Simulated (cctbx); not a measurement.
# A crystallographic session in cctbx: PrTi2Fe2

Library: cctbx 2025.11. The data are simulated by the first script.

## 1. Simulate the data

run.py:

```python
from cctbx import adptbx, crystal, miller, sgtbx, xray
from cctbx.array_family import flex
from iotbx.shelx import hklf
from scitbx import matrix
import scitbx.random

cs = crystal.symmetry(unit_cell=(4.059, 4.059, 10.484, 90, 90, 90), space_group_symbol='Hall: -I 4 2')  # I4/mmm
atoms = [  # label, site, U (iso, or U11 U22 U33 U12 U13 U23 in A^2), occupancy
    ("Pr1", (0, 0, 0), 0.0107, 1),
    ("Fe1", (0.5, 0, 0.25), 0.0166, 1),
    ("Ti1", (0, 0, 0.3649), 0.0153, 1),
]
xs = xray.structure(crystal_symmetry=cs)
for label, site, u, occ in atoms:
    u = adptbx.u_cif_as_u_star(cs.unit_cell(), u) if isinstance(u, tuple) else u
    xs.add_scatterer(xray.scatterer(label, site=site, u=u, occupancy=occ))
xs.set_inelastic_form_factors(0.71073, "sasaki")
xs.show_summary()
p1 = xs.expand_to_p1()
ms = miller.build_set(p1, anomalous_flag=True, d_min=0.8)
flex.set_random_seed(224061)
scitbx.random.set_random_seed(224061)
ms = ms.select(flex.random_double(ms.size()) < 0.7)
i = ms.structure_factors_from_scatterers(p1, algorithm="direct").f_calc().as_intensity_array().data()
i = i * 5000 / flex.max(i)
sig = flex.sqrt(i + flex.pow2(0.02 * i) + 8 ** 2)
noise = scitbx.random.variate(scitbx.random.normal_distribution())(i.size())
data = ms.array(data=i + sig * noise, sigmas=sig).set_observation_type_xray_intensity()
with open("data.hkl", "w") as f:
    data.export_as_shelx_hklf(f)
print("reflections written:", data.size(), " <I/sigma> = %.1f" % flex.mean(data.data() / data.sigmas()))
for h, a, b in list(data.sort("data"))[:12]:
    print("%4d%4d%4d %9.1f %7.1f" % (h + (a, b)))
```

```console
$ python run.py
```

```text
Number of scatterers: 3
At special positions: 3
Unit cell: (4.059, 4.059, 10.484, 90, 90, 90)
Space group: I 4/m m m (No. 139)
reflections written: 971  <I/sigma> = 7.9
  -2   0   0    4971.2   122.7
   2   0   0    4967.9   122.7
   0  -2   0    4967.1   122.7
   0   2   0    4888.5   122.7
  -2   2   0    3287.0    83.6
   2  -2   0    3134.6    83.6
  -1   1  -2    3122.6    81.2
   2   2   0    3100.0    83.6
  -2  -2   0    3058.2    83.6
   1   1   2    3047.0    81.2
  -1  -1  -2    2972.3    81.2
   1  -1  -2    2936.4    81.2
```

It took 0.23 s on 1 thread of Arm Neoverse V2, with other jobs on the host, peak memory 0.07 GiB.

## 2. Refinement (right model, isotropic)

run.py:

```python
import math
from cctbx import adptbx, crystal, maptbx, sgtbx, xray
from cctbx.array_family import flex
from cctbx.xray import observations
from iotbx.shelx import hklf
from scitbx.lstbx import normal_eqns_solving
from smtbx import absolute_structure, utils
from smtbx.refinement import constraints, least_squares

cs = crystal.symmetry(unit_cell=(4.059, 4.059, 10.484, 90, 90, 90), space_group_symbol='Hall: -I 4 2')  # I4/mmm
atoms = [  # label, site, U (iso, or U11 U22 U33 U12 U13 U23 in A^2), occupancy
    ("Pr1", (0, 0, 0), 0.0200, 1),
    ("Fe1", (0.5, 0, 0.25), 0.0200, 1),
    ("Ti1", (0, 0, 0.3612), 0.0200, 1),
]
xs = xray.structure(crystal_symmetry=cs)
for label, site, u, occ in atoms:
    u = adptbx.u_cif_as_u_star(cs.unit_cell(), u) if isinstance(u, tuple) else u
    xs.add_scatterer(xray.scatterer(label, site=site, u=u, occupancy=occ))
xs.set_inelastic_form_factors(0.71073, "sasaki")
raw = hklf.reader(file_name="data.hkl").as_miller_arrays(crystal_symmetry=cs, anomalous=True)[0]
merged = raw.eliminate_sys_absent().merge_equivalents()
fo2 = merged.array().set_observation_type_xray_intensity()
print("Rint %.3f, %d unique reflections to %.2f A" % (merged.r_int(), fo2.size(), fo2.d_min()))
for sc in xs.scatterers():
    sc.flags.set_grad_site(True)
    sc.flags.set_grad_u_aniso(sc.flags.use_u_aniso())
    sc.flags.set_grad_u_iso(sc.flags.use_u_iso())
obs = fo2.as_xray_observations()
extra = {}
rep = constraints.reparametrisation(xs, [], utils.connectivity_table(xs), **extra)
ls = least_squares.crystallographic_ls(obs, rep, weighting_scheme=least_squares.mainstream_shelx_weighting(a=0, b=0))
print("cycle     R1     wR2    GooF  max shift (A)")
for cycle in range(8):
    ls.build_up()
    r1, wr2, goof = ls.r1_factor(cutoff_factor=2)[0], ls.wR2(), ls.goof()
    old = xs.sites_cart()
    normal_eqns_solving.levenberg_marquardt_iterations(ls, n_max_iterations=3, tau=1e-06, step_threshold=1e-7)
    big = flex.max((xs.sites_cart() - old).norms())
    print("%4d %7.4f %7.4f %7.3f %9.5f" % (cycle + 1, r1, wr2, goof, big))
    ls.build_up(objective_only=True)
    if abs(ls.wR2() - wr2) < 5e-5 and big < 5e-4:
        break
ls.build_up()
print("final R1 %.4f wR2 %.4f GooF %.3f  parameters %d  data/parameter %.1f" % (ls.r1_factor(cutoff_factor=2)[0], ls.wR2(), ls.goof(), ls.n_parameters, fo2.size() / ls.n_parameters))
cov = ls.covariance_matrix_and_annotations()
su = dict(zip(cov.annotations, (math.sqrt(max(v, 0)) for v in cov.matrix.matrix_packed_u_diagonal())))
a2 = cs.unit_cell().reciprocal_parameters()[0] ** -2
print("atom        x        y        z      Ueq    occ   su(xyz)  su(Uiso or U11)")
for sc in xs.scatterers():
    s = max(su.get(sc.label + k, 0) for k in (".x", ".y", ".z"))
    npd = "" if sc.is_positive_definite_u(cs.unit_cell()) else "  NPD"
    print("%-5s %8.5f %8.5f %8.5f %8.4f %6.3f %8.5f %7.4f%s" % ((sc.label,) + sc.site + (sc.u_iso_or_equiv(cs.unit_cell()), sc.occupancy, s, su.get(sc.label + ".uiso", su.get(sc.label + ".u11", 0) * a2), npd)))
fo = fo2.f_sq_as_f()
fc = fo.structure_factors_from_scatterers(xs, algorithm="direct").f_calc()
diff = fo.f_obs_minus_f_calc(1 / math.sqrt(ls.scale_factor()), fc).average_bijvoet_mates()
m = diff.fft_map(symmetry_flags=maptbx.use_space_group_symmetry, resolution_factor=0.25).apply_volume_scaling()
print("difference map: max %.2f min %.2f rms %.2f" % (m.statistics().max(), m.statistics().min(), m.statistics().sigma()))
peaks = m.peak_search(parameters=maptbx.peak_search_parameters(min_distance_sym_equiv=0.6, max_clusters=6)).all()
near = xs.closest_distances(peaks.sites(), distance_cutoff=4)
sps = cs.special_position_settings(min_distance_sym_equiv=0.5)
for k, (x, h) in enumerate(zip(peaks.sites(), peaks.heights())):
    ss = sps.site_symmetry(x)
    print("Q%-3d %7.4f %7.4f %7.4f %4d %7.2f  %.2f A from %s" % ((k + 1,) + tuple(t % 1 for t in ss.exact_site()) + (ss.multiplicity(), h, near.smallest_distances[k], xs.scatterers()[near.i_seqs[k]].label)))
```

```console
$ python run.py
```

```text
Rint 0.032, 73 unique reflections to 0.80 A
cycle     R1     wR2    GooF  max shift (A)
   1  0.0758  0.1532   7.168   0.03936
   2  0.0105  0.0220   1.028   0.00000
final R1 0.0105 wR2 0.0220 GooF 1.028  parameters 4  data/parameter 18.2
atom        x        y        z      Ueq    occ   su(xyz)  su(Uiso or U11)
Pr1    0.00000  0.00000  0.00000   0.0107  1.000  0.00000  0.0002
Fe1    0.50000  0.00000  0.25000   0.0166  1.000  0.00000  0.0003
Ti1    0.00000  0.00000  0.36495   0.0152  1.000  0.00013  0.0003
difference map: max 0.59 min -0.60 rms 0.19
Q1    0.0000  0.5000  0.2095    8    0.62  0.42 A from Fe1
Q2    0.2290  0.2290  0.1523   16    0.62  1.57 A from Ti1
Q3    0.2629  0.2629  0.0540   16    0.56  1.60 A from Ti1
Q4    0.2500  0.2500  0.2500    8    0.54  1.44 A from Fe1
Q5    0.0000  0.1906  0.5000    8    0.49  1.61 A from Ti1
Q6    0.0000  0.0000  0.3306    4    0.47  0.36 A from Ti1
```

Time: 0.49 s.

## 3. Refinement (right model, anisotropic)

run.py, as its changes from the last script of this kind:

```diff
@@ -12,3 +12,3 @@
-    ("Pr1", (0, 0, 0), 0.0200, 1),
-    ("Fe1", (0.5, 0, 0.25), 0.0200, 1),
-    ("Ti1", (0, 0, 0.3612), 0.0200, 1),
+    ("Pr1", (0, 0, 0), 0.0107, 1),
+    ("Fe1", (0.5, 0, 0.25), 0.0166, 1),
+    ("Ti1", (0, 0, 0.36495), 0.0152, 1),
@@ -20,0 +21 @@
+xs.convert_to_anisotropic()
```

```console
$ python run.py
```

```text
Rint 0.032, 73 unique reflections to 0.80 A
cycle     R1     wR2    GooF  max shift (A)
   1  0.0105  0.0220   1.051   0.00017
   2  0.0104  0.0218   1.041   0.00000
final R1 0.0104 wR2 0.0218 GooF 1.041  parameters 7  data/parameter 10.4
atom        x        y        z      Ueq    occ   su(xyz)  su(Uiso or U11)
Pr1    0.00000  0.00000  0.00000   0.0107  1.000  0.00000  0.0002
Fe1    0.50000  0.00000  0.25000   0.0166  1.000  0.00000  0.0004
Ti1    0.00000  0.00000  0.36497   0.0152  1.000  0.00014  0.0004
difference map: max 0.58 min -0.60 rms 0.19
Q1    0.2283  0.2283  0.1519   16    0.61  1.57 A from Ti1
Q2    0.2625  0.2625  0.0536   16    0.57  1.61 A from Pr1
Q3    0.2500  0.2500  0.2500    8    0.54  1.44 A from Fe1
Q4    0.0000  0.1919  0.5000    8    0.50  1.62 A from Ti1
Q5    0.0000  0.0000  0.3315    4    0.50  0.35 A from Ti1
Q6    0.0000  0.1599  0.0722   16    0.47  1.00 A from Pr1
```

Time: 0.41 s.

## 4. Refinement

run.py, as its changes from the last script of this kind:

```diff
@@ -14 +13,0 @@
-    ("Ti1", (0, 0, 0.36495), 0.0152, 1),
@@ -35 +34 @@
-for cycle in range(8):
+for cycle in range(12):
```

```console
$ python run.py
```

```text
Rint 0.032, 73 unique reflections to 0.80 A
cycle     R1     wR2    GooF  max shift (A)
   1  0.3556  0.6246  29.229   0.00000
   2  0.3652  0.6219  29.102   0.00000
final R1 0.3654 wR2 0.6219 GooF 29.102  parameters 4  data/parameter 18.2
atom        x        y        z      Ueq    occ   su(xyz)  su(Uiso or U11)
Pr1    0.00000  0.00000  0.00000   0.0095  1.000  0.00000  0.0074
Fe1    0.50000  0.00000  0.25000   0.0092  1.000  0.00000  0.0138
difference map: max 69.21 min -8.92 rms 4.88
Q1    0.0000  0.0000  0.3638    4   70.92  2.35 A from Fe1
Q2    0.0000  0.0000  0.0000    2   54.99  0.00 A from Pr1
Q3    0.0000  0.0000  0.5000    2   11.52  2.87 A from Pr1
Q4    0.0000  0.5000  0.1258    8   10.76  1.30 A from Fe1
Q5    0.0000  0.0000  0.2492    4    7.93  2.03 A from Fe1
Q6    0.1346  0.1346  0.4509   16    2.99  2.16 A from Pr1
```

Time: 0.55 s.

This run holds a fault made on purpose: atom left out: Ti1.

## 5. Refinement

run.py, as its changes from the last script of this kind:

```diff
@@ -13 +13,2 @@
-    ("Fe1", (0.5, 0, 0.25), 0.0166, 1),
+    ("Ti1", (0.5, 0, 0.25), 0.0166, 1),
+    ("Fe1", (0, 0, 0.36495), 0.0152, 1),
```

```console
$ python run.py
```

```text
Rint 0.032, 73 unique reflections to 0.80 A
cycle     R1     wR2    GooF  max shift (A)
   1  0.1269  0.2512  12.020   0.00268
   2  0.0693  0.1554   7.433   0.00003
final R1 0.0693 wR2 0.1554 GooF 7.433  parameters 7  data/parameter 10.4
atom        x        y        z      Ueq    occ   su(xyz)  su(Uiso or U11)
Pr1    0.00000  0.00000  0.00000   0.0101  1.000  0.00000  0.0016
Ti1    0.50000  0.00000  0.25000   0.0039  1.000  0.00000  0.0028
Fe1    0.00000  0.00000  0.36521   0.0258  1.000  0.00094  0.0032
difference map: max 4.41 min -3.60 rms 0.85
Q1    0.0000  0.5000  0.2500    4    4.51  0.00 A from Ti1
Q2    0.0000  0.0000  0.0000    2    2.87  0.00 A from Pr1
Q3    0.2500  0.2500  0.2500    8    1.52  1.44 A from Ti1
Q4    0.0000  0.0000  0.4632    4    1.07  1.03 A from Fe1
Q5    0.1117  0.1117  0.2802   16    0.92  1.10 A from Fe1
Q6    0.0000  0.0000  0.1311    4    0.75  1.37 A from Pr1
```

Time: 0.51 s.

This run holds a fault made on purpose: elements exchanged: Fe1 is Ti and Ti1 is Fe.

## 6. Refinement

run.py, as its changes from the last script of this kind:

```diff
@@ -13,2 +13,2 @@
-    ("Ti1", (0.5, 0, 0.25), 0.0166, 1),
-    ("Fe1", (0, 0, 0.36495), 0.0152, 1),
+    ("Fe1", (0.5, 0, 0.25), 0.0166, 1),
+    ("Ti1", (0, 0, 0.36495), 0.0152, 1),
@@ -23 +23 @@
-merged = raw.eliminate_sys_absent().merge_equivalents()
+merged = raw.eliminate_sys_absent().resolution_filter(d_min=1.6).merge_equivalents()
```

```console
$ python run.py
```

```text
Rint 0.021, 14 unique reflections to 1.60 A
cycle     R1     wR2    GooF  max shift (A)
   1  0.0053  0.0109   0.873   0.00478
   2  0.0033  0.0061   0.487   0.00000
final R1 0.0033 wR2 0.0061 GooF 0.487  parameters 7  data/parameter 2.0
atom        x        y        z      Ueq    occ   su(xyz)  su(Uiso or U11)
Pr1    0.00000  0.00000  0.00000   0.0116  1.000  0.00000  0.0007
Fe1    0.50000  0.00000  0.25000   0.0178  1.000  0.00000  0.0012
Ti1    0.00000  0.00000  0.36449   0.0154  1.000  0.00021  0.0010
difference map: max 0.05 min -0.10 rms 0.03
Q1    0.0000  0.0000  0.5000    2    0.05  1.42 A from Ti1
Q2    0.1609  0.1609  0.0861   16    0.04  1.29 A from Pr1
Q3    0.0000  0.0000  0.0000    2    0.04  0.00 A from Pr1
```

It took 0.42 s on 1 thread of Arm Neoverse V2, on a shared host, peak memory 0.09 GiB.

This run holds a fault made on purpose: data cut at low resolution.

[Logs are printed without paths, hosts, clocks, repeated set-up lines and the standing remarks that a program may print on its own settings, such as how far it seeks lower states.]
